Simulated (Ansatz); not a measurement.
**Work function of Ta(100): what the settings cost and change**

Aim: the numerical settings behind the work function of Ta(100), with the cost of each.

Program: Ansatz 0.2.0. Level of theory: plane-wave DFT, PBE, Ansatz PAW. Results are calculated unless marked as measured.

**Measured values to reproduce.**

“Anisotropic work function of elemental crystals” (2019, arxiv:1902.07811) quotes from earlier work for Ta (clean (100) face, a compiled value): work function (clean (100) face, a compiled value) 4.1 eV.

## 1. Set-up

The cell holds 7 atoms: 7 Ta. Cell: a = 3.310 Å, b = 3.310 Å, c = 27.930 Å, α = 90.0°, β = 90.0°, γ = 90.0°. Vacuum lies along c.

## 2. Run, setting cutoff 200 eV

A work function rests on the faint tail of the density, so the SCF threshold is tight. The cutoff is raised first; then mesh and smearing are varied at the default cutoff.

input.yaml reads:

```yaml
crystal:
  lattice:
    - [3.31, 0.0, 0.0]
    - [0.0, 3.31, 0.0]
    - [0.0, 0.0, 27.93]
  atoms:
    - { symbol: Ta, position: [0.0, 0.0, 0.3222341568] }
    - { symbol: Ta, position: [0.5, 0.5, 0.3814894379] }
    - { symbol: Ta, position: [0.0, 0.0, 0.4407447189] }
    - { symbol: Ta, position: [0.5, 0.5, 0.5] }
    - { symbol: Ta, position: [0.0, 0.0, 0.5592552811] }
    - { symbol: Ta, position: [0.5, 0.5, 0.6185105621] }
    - { symbol: Ta, position: [0.0, 0.0, 0.6777658432] }
kpoints:
  mp_grid: { grid: [12, 12, 1] }
hamiltonian:
  xc: pbe
scf:
  occupations: { method: fermi_dirac, width: 0.1 }
  convergence: { dr2_threshold: 1.0e-09 }
efield:
  axis: 3
  dipole_correction: true
  ramp_position: 0.97
  ramp_width: 0.06
basis:
  ecutwfc: "200 eV"
output:
  write_potential: true
  write_density: true
  volumetric_format: npy
  elf: true
```

Started as:

```
> ansatz run input.yaml --threads 2 --pin off --max-ram 3072MiB --backend cpu --events-out ev --progress --plain --runs-dir out
```

Numbers of over 12 decimals in the logs are rounded to 6 here.

Output:

```text
Warning: basis.ecutwfc = 200 eV is below the records' recommended 420 eV, and the density's cutoff is lower with it unless basis.ecutrho_ratio is high enough to keep the records' density cutoff: compare with a run at a higher cutoff
Engine: ansatz 0.2.0, x86_64-unknown-linux-gnu
Pseudopotentials: kind: paw
Pseudopotential: Ta, paw, valence charge 13, recommended cutoff 420 eV (normal), Ta.paw.azcp
Functional definition: PBE
  parameter kappa = 0.804
  parameter beta = 0.066725
  exchange = pbe_x(kappa = kappa, mu = beta*pi^2/3)
  correlation = pbe_c(beta = beta)
Crystal: 7 atoms, lattice volume = 306.004 Å³
Basis set: ecut = 200 eV, 1989 PW (Γ)
Bands: 55, of which v1, the nominal top of the filled ones, is band 46 counted from 1 (45 counted from 0)
Symmetry: 8 space group operations
k-points: 28 of 144
Non-local potential: Ta, projectors of the file, l = 0: 3, l = 1: 2, l = 2: 2, l = 3: 1
PAW form: soft (Blöchl's): semilocal exchange-correlation on the pseudo side does not see the compensation charge
PAW one-centre angular grid: Ta, 590 points (default); XC on 64 Gauss nodes
Initial density: superposition of atomic densities (neutral atoms: chi_scale 0, normalization atom), corrected by the library's trained network
Initial wavefunctions: pseudopotential atomic-orbital guess
Functional: x = pbe(κ = 0.804, μ = 0.219515), c = pbe(β = 0.066725)
SCF iter   1: F=—  HF=-69513.585269 eV  |F-HF|=—  |Δ(HF+E_count)|=         —  Δρ=2.16e-2  dr2=5.39e0  ethr=1.77e-3  p=0.000 e·Å  D=1.09e-13 V/Å  ΔV_dip=-0.00 eV  dr2_dipole=3.30e-9  V_vac-E_F(+/−)=4.11/4.10 eV  ⟨swp⟩=7.5  Hψ=6694  notcnv=0  defer=1
efield: sawtooth ramp at fractional position 0.9700 (set: `efield.ramp_position`, or a place that a band, a saddle search or an elastic batch's reference lends), width 0.0600; the density the first Hamiltonian is built on has a dipole p = 0.000 e·Å; the dipole correction subtracts the counter field D = 1.09e-13 V/Å, which shifts the + side's vacuum level by -0.00 eV against the − side's; the planar-averaged density in the ramp window peaks in size at 3.0e-5 e/Å³
preconditioner: auto → LDOS  [metal: Δε(μ)=0.009 eV  Ē_g=3.661 eV  σ=0.100 eV  W_gap=0.02  n_scr=62 (ndim 8)  ℏωp=12.6 eV  f_vac=0.506  D(μ)=6.53/eV (n_scr^D=36)  β→1.0]
SCF iter   2: F=—  HF=-69513.282815 eV  |F-HF|=—  |Δ(HF+E_count)|=   3.02e-1  Δρ=7.27e-3  dr2=1.25e0  ethr=1.77e-3  p=0.000 e·Å  D=1.11e-5 V/Å  ΔV_dip=-0.00 eV  dr2_dipole=2.98e-7  V_vac-E_F(+/−)=4.00/4.00 eV  ⟨swp⟩=3.6  Hψ=3366  notcnv=0
SCF iter   3: F=—  HF=-69513.216778 eV  |F-HF|=—  |Δ(HF+E_count)|=   6.60e-2  Δρ=1.19e-3  dr2=3.55e-2  ethr=1.38e-3  p=0.000 e·Å  D=3.74e-6 V/Å  ΔV_dip=-0.00 eV  dr2_dipole=1.87e-9  V_vac-E_F(+/−)=4.02/4.02 eV  ⟨swp⟩=2.0  Hψ=1815  notcnv=0
SCF iter   4: F=—  HF=-69513.214507 eV  |F-HF|=—  |Δ(HF+E_count)|=   2.27e-3  Δρ=3.77e-4  dr2=1.15e-3  ethr=3.90e-5  p=0.000 e·Å  D=2.49e-6 V/Å  ΔV_dip=-0.00 eV  dr2_dipole=6.89e-9  V_vac-E_F(+/−)=4.02/4.02 eV  ⟨swp⟩=2.0  Hψ=2008  notcnv=0
SCF iter   5: F=—  HF=-69513.214411 eV  |F-HF|=—  |Δ(HF+E_count)|=   9.56e-5  Δρ=1.15e-4  dr2=1.14e-4  ethr=1.26e-6  p=0.000 e·Å  D=1.30e-6 V/Å  ΔV_dip=-0.00 eV  dr2_dipole=4.11e-11  V_vac-E_F(+/−)=4.03/4.03 eV  ⟨swp⟩=2.5  Hψ=2479  notcnv=0
SCF iter   6: F=—  HF=-69513.214437 eV  |F-HF|=—  |Δ(HF+E_count)|=   2.56e-5  Δρ=5.27e-5  dr2=2.46e-5  ethr=1.25e-7  p=0.000 e·Å  D=6.14e-7 V/Å  ΔV_dip=-0.00 eV  dr2_dipole=3.43e-11  V_vac-E_F(+/−)=4.04/4.04 eV  ⟨swp⟩=2.4  Hψ=2547  notcnv=0
SCF iter   7: F=—  HF=-69513.214438 eV  |F-HF|=—  |Δ(HF+E_count)|=   9.89e-7  Δρ=1.10e-5  dr2=2.50e-6  ethr=2.71e-8  p=0.000 e·Å  D=8.72e-8 V/Å  ΔV_dip=-0.00 eV  dr2_dipole=6.45e-13  V_vac-E_F(+/−)=4.04/4.04 eV  ⟨swp⟩=2.0  Hψ=2033  notcnv=0
SCF iter   8: F=—  HF=-69513.214438 eV  |F-HF|=—  |Δ(HF+E_count)|=   1.28e-7  Δρ=4.35e-6  dr2=1.41e-7  ethr=2.75e-9  p=0.000 e·Å  D=1.31e-8 V/Å  ΔV_dip=-0.00 eV  dr2_dipole=6.75e-13  V_vac-E_F(+/−)=4.04/4.04 eV  ⟨swp⟩=2.4  Hψ=2258  notcnv=0
SCF iter   9: F=—  HF=-69513.214438 eV  |F-HF|=—  |Δ(HF+E_count)|=   3.33e-8  Δρ=1.41e-6  dr2=2.83e-8  ethr=1.54e-10  p=0.000 e·Å  D=6.34e-9 V/Å  ΔV_dip=-0.00 eV  dr2_dipole=1.06e-14  V_vac-E_F(+/−)=4.04/4.04 eV  ⟨swp⟩=2.3  Hψ=2574  notcnv=0
SCF iter  10: F=—  HF=-69513.214438 eV  |F-HF|=—  |Δ(HF+E_count)|=   1.50e-9  Δρ=3.58e-7  dr2=1.51e-9  ethr=3.11e-11  p=-0.000 e·Å  D=-3.34e-9 V/Å  ΔV_dip=0.00 eV  dr2_dipole=7.30e-16  V_vac-E_F(+/−)=4.04/4.04 eV  ⟨swp⟩=2.3  Hψ=2170  notcnv=0
SCF iter  11: F=-69513.214438 eV  HF=-69513.214438 eV  |F-HF|=4.37e-11  |Δ(HF+E_count)|=  1.31e-10  Δρ=8.76e-8  dr2=4.32e-11  ethr=1.10e-12  p=-0.000 e·Å  D=-8.55e-10 V/Å  ΔV_dip=0.00 eV  dr2_dipole=1.88e-15  V_vac-E_F(+/−)=4.04/4.04 eV  ⟨swp⟩=5.5  Hψ=3433  notcnv=0
WARN: efield: at this solve's end the planar-averaged density reaches 3.10e-5 e/Å³ inside the ramp window [0.9342, 0.0658] (bound 1e-5 e/Å³), and -1.04e-5 e/Å³ on another of its planes; by the running means of the window's planes the mean density over a ramp is at most 1.48e-5 e/Å³, which is held to the bound (the quickstart, § The vacuum guard, A window that rings); the window's nearer edge stands 7.16 Å from this s [...]
SCF 1 converged in 11 iterations: F = -69513.214438 eV  dr2 = 4.32e-11
  greatest PAW one-centre occupation: 1.012 electrons in one spin orbital (limit 2), on the Ta atom at site 4 (counted from 0), in its partial waves of l = 1
WARN: The output density's exchange-correlation potential varies sharply where the density is thin. Do not read a vacuum level from v_tot or v_xc, or from such a field of the output density. On a cell that repeats whose density bears no net charge and no dipole along the vacuum's axis use v_es (v_loc + v_h of the components); under efield.dipole_correction with no amplitude use v_es + v_field, which holds any externa [...]
SCF converged after 11 iterations
Free energy (F): -69513.214438 eV
Harris-Foulkes:  -69513.214438 eV  (|F-HF|=4.37e-11)
Internal energy: -69512.964371 eV  (E = F + TS)
E sigma→0 (E₀):  -69513.089405 eV
Entropy (-TS):   -0.250066 eV (-35.724 meV/atom)
Fermi energy:    5.593985 eV
Dipole field:    D = -0.000000 V/Å  (p = -0.000000 e·Å, saw-weighted, corrected)
Work function:   Φ+ = 4.0446 eV   Φ− = 4.0444 eV
Levels:          The Fermi level and band energies are counted from a zero that moves with the ramp; work functions are not
Vacuum region:   at the solve's end the planar-averaged density reaches 3.10e-5 e/Å³ inside the ramp window [0.9342, 0.0658] (bound 1e-5 e/Å³), and -1.04e-5 e/Å³ on another of its planes; by the running means of the window's planes the mean density over a ramp is at most 1.48e-5 e/Å³, which is held to the bound (the quickstart, § The vacuum guard, A window that rings)
--- Per-component energies (eV) ---
  E_band       = -1958.086995
  E_kinetic    = 2525.639613
  E_local      = -113369.634556  (includes V_loc(G=0)·N_el)
  E_nonlocal   = 102.749994
  E_hartree    = 55490.990761
  E_xc         = -1513.911000
  E_vxc        = -1410.314525  (∫ρ·V_xc dr)
  E_paw        = -58773.889098  (= ΣΔE_a)
  E_vpaw       = -788.534786  (= ΣTr[D̂ρ^β])
  E_aug_tail   = 0.025989  (compensation charges beyond the density's cutoff)
  E_efield     = 0.000000  (sawtooth field / dipole correction)
  E_vefield    = 0.000000  (∫n·V_field dr)
  E_ewald      = 46025.063926
  E_smearing   = -0.250066  (= −TS)
  E_closure    = -0.000000  (closes the sum)
  Σ components = -69513.214438   (vs F -69513.214438, Δ=0.00e0)
--- Band table (eV; the first three rows and the last of 28) ---
  k-point 0: bands = [... 42 lower, 6.0323, 6.0323, 6.0416, 6.0416, 6.2256, 6.2848, 6.2848, 6.6389, ... 5 higher]
  k-point 1: bands = [... 42 lower, 5.7863, 5.8381, 6.0399, 6.0657, 6.1718, 6.2460, 6.2559, 6.5991, ... 5 higher]
  k-point 2: bands = [... 42 lower, 5.3622, 5.5366, 5.6818, 5.8421, 5.9479, 6.4959, 6.4979, 6.5818, ... 5 higher]
  k-point 27: bands = [... 42 lower, 4.4249, 5.2369, 5.2369, 6.3204, 6.3204, 7.7952, 7.7952, 7.9404, ... 5 higher]
```

Run time: 16 s. Hardware: 2 threads of Intel Xeon 6975P-C (Granite Rapids), shared host; peak memory 0.45 GiB.

The column dr2 measures how far the density is from self-consistency, as an energy; F and HF (Harris–Foulkes) agree once it is small.

This step gave:

| Quantity | Value |
| --- | --- |
| energy at zero smearing | -69513.0894 eV |
| work function, upper face | 4.045 eV |

Running mean over 1.655 Å of the planar mean; the ramp of the sawtooth is left out. The electron's electrostatic potential energy less the Fermi level by z:

| z (Å) | electron's electrostatic potential energy less the Fermi level (eV) |
| --- | --- |
| 4 | 4.03 |
| 5 | 4.01 |
| 6 | 3.89 |
| 7 | 3.01 |
| 8 | -2.62 |
| 9 | -9.83 |
| 10 | -10.3 |
| 11 | -10.2 |
| 12 | -10.1 |
| 13 | -10.1 |
| 14 | -10.0 |
| 15 | -10.1 |
| 16 | -10.1 |
| 17 | -10.2 |
| 18 | -10.3 |
| 19 | -9.65 |
| 20 | -1.96 |
| 21 | 3.14 |
| 22 | 3.90 |
| 23 | 4.01 |
| 24 | 4.03 |

ELF in the ca plane at fractional y = 0.000, with atoms of Ta within 0.2 Å of it. It is the smooth field of the valence electrons, not physical close to the nuclei.

Values, 5 rows by 16 columns, each cell a mean:
```
0.46 0.55 0.37 0.33 0.58 0.37 0.35 0.53 0.47 0.38 0.45 0.58 0.21 0.08 0.00 0.00
0.19 0.33 0.45 0.39 0.26 0.38 0.46 0.28 0.31 0.46 0.39 0.26 0.16 0.09 0.00 0.00
0.23 0.46 0.45 0.45 0.35 0.46 0.45 0.39 0.42 0.42 0.52 0.31 0.21 0.09 0.00 0.00
0.25 0.40 0.43 0.36 0.38 0.35 0.44 0.34 0.32 0.45 0.36 0.38 0.16 0.09 0.00 0.00
0.50 0.48 0.37 0.34 0.47 0.39 0.32 0.49 0.47 0.34 0.47 0.50 0.24 0.08 0.00 0.00
```
Columns run along c (16.0 Å, from fractional 0.28 to 0.86 of the cell), rows up along a (3.3 Å). Atoms in or near the plane, at fractional coordinates: Ta at (0.32, 0.00), Ta at (0.44, 0.00), Ta at (0.56, 0.00), Ta at (0.68, 0.00).

Valence density in the ca plane at fractional y = 0.000, with atoms of Ta within 0.2 Å of it. It is the smooth field of the valence electrons, not physical close to the nuclei.

Ten even steps from '0' (0.0 e/Å³) to '9' (4.2 e/Å³), each cell a mean:
```
05999410004999410003899510002799610000000000
02564100001465200001465200001366200000000000
00111000000111000000111000000111000000000000
00000000000000000000000000000000000000000000
00000000000000000000000000000000000000000000
00000000000000000000000000000000000000000000
01342100001233100001233100001233100000000000
03897300003798300002798410002699510000000000
16989410014989510003989610003899720000000000
```
Columns run along c (16.0 Å, from fractional 0.28 to 0.86 of the cell), rows up along a (3.3 Å). Atoms in or near the plane, at fractional coordinates: Ta at (0.32, 0.00), Ta at (0.44, 0.00), Ta at (0.56, 0.00), Ta at (0.68, 0.00).

Electrostatic potential energy in the ca plane at fractional y = 0.000, with atoms of Ta within 0.2 Å of it. With pseudopotentials it is smooth inside the atoms' cores, unlike the true potential.

Ten even steps from '0' (-69 eV) to '9' (10 eV), each cell a mean:
```
75102589985201589986201489996300478999999999
87545799997545789997544689998544689999999999
98778899998878899999877899999877899999999999
99999999999999999999999999999999999999999999
99999999999999999999999999999999999999999999
99888999999888999999888999999988899999999999
87656899998656899998666799998756789999999999
85313689986313689987312589997412579999999999
74001589985100479986100479986200378999999999
```
Columns run along c (16.0 Å, from fractional 0.28 to 0.86 of the cell; values clipped at the 3rd and 97th percentile), rows up along a (3.3 Å). Atoms in or near the plane, at fractional coordinates: Ta at (0.32, 0.00), Ta at (0.44, 0.00), Ta at (0.56, 0.00), Ta at (0.68, 0.00).

The work function is 4.045 eV.

## 3. Slab

Changes to input.yaml since step 2:

```diff
@@ -26,3 +26,3 @@
 basis:
-  ecutwfc: "200 eV"
+  ecutwfc: "300 eV"
 output:
@@ -31,2 +31 @@
   volumetric_format: npy
-  elf: true
```

Output:

```text
[...]
Crystal: 7 atoms, lattice volume = 306.004 Å³
Basis set: ecut = 300 eV, 3675 PW (Γ)
Bands: 55, of which v1, the nominal top of the filled ones, is band 46 counted from 1 (45 counted from 0)
Symmetry: 8 space group operations
k-points: 28 of 144
[...]
k-point 0: bands = [... 42 lower, 6.0463, 6.0463, 6.1163, 6.1163, 6.2588, 6.2588, 6.3442, 6.7002, ... 5 higher]
  k-point 1: bands = [... 42 lower, 5.8237, 5.8589, 6.0971, 6.1010, 6.2003, 6.2319, 6.2420, 6.5917, ... 5 higher]
  k-point 2: bands = [... 42 lower, 5.4037, 5.5336, 5.6938, 5.8819, 5.9541, 6.4740, 6.4803, 6.5461, ... 5 higher]
  k-point 27: bands = [... 42 lower, 4.3513, 5.1384, 5.1384, 6.2253, 6.2253, 7.7071, 7.7071, 7.8605, ... 5 higher]
[key lines of the parts left out:]
SCF converged after 10 iterations
Free energy (F): -69522.070852 eV
Fermi energy:    5.582782 eV
Dipole field:    D = -0.000000 V/Å  (p = -0.000000 e·Å, saw-weighted, corrected)
Work function:   Φ+ = 3.9991 eV   Φ− = 3.9991 eV
```

Wall time 25 s (2 threads); peak memory 0.62 GiB.

The work function is 3.999 eV, -0.045 eV from the run “cutoff 200 eV”, at 1.6 times its CPU time.

## 4. Run

Changes to input.yaml since step 3:

```diff
@@ -26,3 +26,3 @@
 basis:
-  ecutwfc: "300 eV"
+  ecutwfc: "420 eV"
 output:
```

Output:

```text
[...]
Crystal: 7 atoms, lattice volume = 306.004 Å³
Basis set: ecut = 420 eV, 6045 PW (Γ)
Bands: 55, of which v1, the nominal top of the filled ones, is band 46 counted from 1 (45 counted from 0)
Symmetry: 8 space group operations
k-points: 28 of 144
[...]
k-point 0: bands = [... 42 lower, 6.0467, 6.0467, 6.1166, 6.1166, 6.2593, 6.2593, 6.3451, 6.7008, ... 5 higher]
  k-point 1: bands = [... 42 lower, 5.8242, 5.8593, 6.0975, 6.1017, 6.2004, 6.2318, 6.2417, 6.5917, ... 5 higher]
  k-point 2: bands = [... 42 lower, 5.4043, 5.5329, 5.6940, 5.8822, 5.9541, 6.4734, 6.4795, 6.5463, ... 5 higher]
  k-point 27: bands = [... 42 lower, 4.3499, 5.1360, 5.1360, 6.2218, 6.2218, 7.7029, 7.7029, 7.8551, ... 5 higher]
[key lines of the parts left out:]
SCF converged after 10 iterations
Free energy (F): -69522.153565 eV
Fermi energy:    5.581656 eV
Dipole field:    D = -0.000000 V/Å  (p = -0.000000 e·Å, saw-weighted, corrected)
Work function:   Φ+ = 3.9992 eV   Φ− = 3.9992 eV
```

The job ended after 40 s (2 threads; peak memory 0.83 GiB; 71 s of CPU time).

The work function is 3.999 eV, -0.045 eV from the run “cutoff 200 eV”, at 2.6 times its CPU time.

## 5. Slab

Changes to input.yaml since step 4:

```diff
@@ -26,3 +26,3 @@
 basis:
-  ecutwfc: "420 eV"
+  ecutwfc: "600 eV"
 output:
```

Output:

```text
[...]
Crystal: 7 atoms, lattice volume = 306.004 Å³
Basis set: ecut = 600 eV, 10263 PW (Γ)
Bands: 55, of which v1, the nominal top of the filled ones, is band 46 counted from 1 (45 counted from 0)
Symmetry: 8 space group operations
k-points: 28 of 144
[...]
k-point 0: bands = [... 42 lower, 6.0467, 6.0467, 6.1167, 6.1167, 6.2593, 6.2593, 6.3451, 6.7009, ... 5 higher]
  k-point 1: bands = [... 42 lower, 5.8242, 5.8593, 6.0975, 6.1017, 6.2005, 6.2319, 6.2417, 6.5917, ... 5 higher]
  k-point 2: bands = [... 42 lower, 5.4044, 5.5329, 5.6940, 5.8822, 5.9541, 6.4734, 6.4795, 6.5463, ... 5 higher]
  k-point 27: bands = [... 42 lower, 4.3498, 5.1359, 5.1359, 6.2215, 6.2215, 7.7026, 7.7026, 7.8548, ... 5 higher]
[key lines of the parts left out:]
SCF converged after 10 iterations
Free energy (F): -69522.158982 eV
Fermi energy:    5.581616 eV
Dipole field:    D = 0.000000 V/Å  (p = 0.000000 e·Å, saw-weighted, corrected)
Work function:   Φ+ = 3.9992 eV   Φ− = 3.9992 eV
```

The job ended after 69 s (2 threads; peak memory 1.2 GiB; 2.1 min of CPU time).

The work function is 3.999 eV, -0.000 eV from the run “cutoff 420 eV”, at 1.8 times its CPU time.

## 6. Slab

Changes to input.yaml since step 5:

```diff
@@ -14,3 +14,3 @@
 kpoints:
-  mp_grid: { grid: [12, 12, 1] }
+  mp_grid: { grid: [2, 2, 1] }
 hamiltonian:
@@ -25,4 +25,2 @@
   ramp_width: 0.06
-basis:
-  ecutwfc: "600 eV"
 output:
```

Output:

```text
[...]
Crystal: 7 atoms, lattice volume = 306.004 Å³
Basis set: ecut = 420 eV, 6045 PW (Γ)
Bands: 55, of which v1, the nominal top of the filled ones, is band 46 counted from 1 (45 counted from 0)
Symmetry: 8 space group operations
k-points: 3 of 4
[...]
Work function:   Φ+ = 4.2916 eV   Φ− = 4.2916 eV
[...]
--- Band table (eV) ---
  k-point 0: bands = [... 42 lower, 5.6317, 5.6366, 5.6366, 5.6694, 5.8030, 5.8517, 5.8517, 6.2820, ... 5 higher]
  k-point 1: bands = [... 42 lower, 4.4746, 5.3785, 5.3933, 5.4748, 5.5416, 5.6341, 6.2632, 6.3344, ... 5 higher]
  k-point 2: bands = [... 42 lower, 3.9498, 4.6967, 4.6967, 5.7146, 5.7146, 7.6347, 7.6347, 7.7364, ... 5 higher]
[key lines of the parts left out:]
SCF converged after 12 iterations
Free energy (F): -69520.249420 eV
Fermi energy:    5.619352 eV
Dipole field:    D = -0.000001 V/Å  (p = -0.000002 e·Å, saw-weighted, corrected)
```

The job ended after 5.2 s (2 threads; peak memory 0.55 GiB; 6.3 s of CPU time).

The work function is 4.292 eV, +0.292 eV from the run “cutoff 420 eV”, at 0.089 times its CPU time.

## 7. Run

Changes to input.yaml since step 6:

```diff
@@ -14,3 +14,3 @@
 kpoints:
-  mp_grid: { grid: [2, 2, 1] }
+  mp_grid: { grid: [4, 4, 1] }
 hamiltonian:
```

Output:

```text
[...]
Crystal: 7 atoms, lattice volume = 306.004 Å³
Basis set: ecut = 420 eV, 6045 PW (Γ)
Bands: 55, of which v1, the nominal top of the filled ones, is band 46 counted from 1 (45 counted from 0)
Symmetry: 8 space group operations
k-points: 6 of 16
[...]
k-point 0: bands = [... 42 lower, 6.0760, 6.0760, 6.1454, 6.1454, 6.2474, 6.2474, 6.3569, 6.7410, ... 5 higher]
  k-point 1: bands = [... 42 lower, 5.2291, 5.3678, 5.4676, 5.5515, 5.9057, 6.2690, 6.4455, 6.8315, ... 5 higher]
  k-point 2: bands = [... 42 lower, 4.8479, 5.5367, 5.7316, 5.7563, 5.8497, 5.9365, 6.6913, 6.6974, ... 5 higher]
  k-point 5: bands = [... 42 lower, 4.3603, 5.1501, 5.1501, 6.2202, 6.2202, 7.7276, 7.7276, 7.8780, ... 5 higher]
[key lines of the parts left out:]
SCF converged after 10 iterations
Free energy (F): -69522.416341 eV
Fermi energy:    5.567542 eV
Dipole field:    D = 0.000000 V/Å  (p = 0.000000 e·Å, saw-weighted, corrected)
Work function:   Φ+ = 4.0059 eV   Φ− = 4.0060 eV
```

The job ended after 9.1 s (2 threads; peak memory 0.55 GiB; 13 s of CPU time).

The work function is 4.006 eV, +0.007 eV from the run “cutoff 420 eV”, at 0.18 times its CPU time.

(Continued in part 2 of 2.)

[Logs are printed without paths, hosts, clocks, repeated set-up lines and the standing remarks that a program may print on its own settings, such as how far it seeks lower states.]

[Hosts, paths, dates, database ids (printed as entryN), source tags and the programs' standing remarks are cut or masked in the printed files.]

[Maps of the electrostatic potential energy from Ansatz leave out the sawtooth potential of an applied field or a dipole correction, so their vacuum need not be flat; planar profiles and work functions include it.]
